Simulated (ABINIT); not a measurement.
Records of electronic-structure calculations.

```cif
data_krb2scf6
_symmetry_space_group_name_H-M 'Fm-3m'
_symmetry_Int_Tables_number 225
_cell_length_a 9.0190
_cell_length_b 9.0190
_cell_length_c 9.0190
_cell_angle_alpha 90.000
_cell_angle_beta 90.000
_cell_angle_gamma 90.000
_cell_volume 733.63
loop_
_atom_site_label
_atom_site_type_symbol
_atom_site_symmetry_multiplicity
_atom_site_Wyckoff_symbol
_atom_site_fract_x
_atom_site_fract_y
_atom_site_fract_z
_atom_site_occupancy
K1 K 4 b 0.50000 0.00000 0.00000 1
Rb1 Rb 8 c 0.25000 0.75000 0.75000 1
Sc1 Sc 4 a 0.00000 0.00000 0.00000 1
F1 F 24 e 0.22000 0.00000 0.00000 1
_calc_subject 'Beyond one shot: KRb2ScF6 (Fm-3m)'
_calc_method 'RPA screening on LDA from quasiparticle energies, plane waves, norm-conserving pseudopotentials (and 5 further levels or steps)'
_calc_program 'ABINIT 10.8.3'
_calc_settings 'cutoff 36 Ha, PseudoDojo scalar-relativistic 0.4.1 standard, norm-conserving, ngkpt (2, 2, 2), nband 263, ecuteps 4.8 Ha, gwcalctyp 10, inclvkb 2, shiftk (0, 0, 0), symchi 1, awtr 1, frequency ppm, cycle 1, q points all but q = 0, 2×2×2 k-mesh'
_calc_notes 'The program’s warnings: nproc spkpt=  >= nkpt= * nsppol=. The cell and positions come from the Crystallography Open Database and are kept as given unless a step says otherwise. Limits: no spin-orbit coupling. The first cycle of evGW0 takes the full correction, without the factor Z, so it overshoots the one-shot value. The 2×2×2 mesh is coarse for this cell, which bears on the long-range parts of exchange and screening.'
_calc_g0w0 '9.817 eV'
_calc_evgw0_cycle_1 '10.460 eV'
_calc_evgw0_cycle_2 '10.326 eV'
_calc_evgw0_cycle_3 '10.326 eV'
_calc_evgw_cycle_1 '11.169 eV'
_calc_known_limits 'short of the basis limit; no spin-orbit coupling; coarse k mesh'
```

[Long decimals in the printed logs are rounded to 6 places.]

[Logs are printed without paths, hosts, clocks, repeated set-up lines and the standing remarks that a program may print on its own settings, such as how far it seeks lower states.]

[Paths, hosts, dates, memory and timing lines, banners, echoed tables and standing remarks are left out of the program output; an Ansatz launch command may be rebuilt from the run's recorded settings. Measured values are a selection of at most five: reports struck by readers or far from the other reports are left out. None is set beside runs whose start may be inverted or whose files or cutoffs have a known fault.]

[Runs of the session that timed out or met a known fault of the program may be left out.]

[Hosts, paths, dates, database ids (printed as entryN), source tags and the programs' standing remarks are cut or masked in the printed files.]

[G0W0 gaps are taken among the corrected bands and points alone; a level outside them can change the order at an edge.]

[Where Ansatz stands beside ABINIT at settings called matched, ABINIT's density can come from a denser mesh and the files from another edition; pairs whose starting gaps differed by over 0.03 eV were left out, so agreement reads better than it is.]
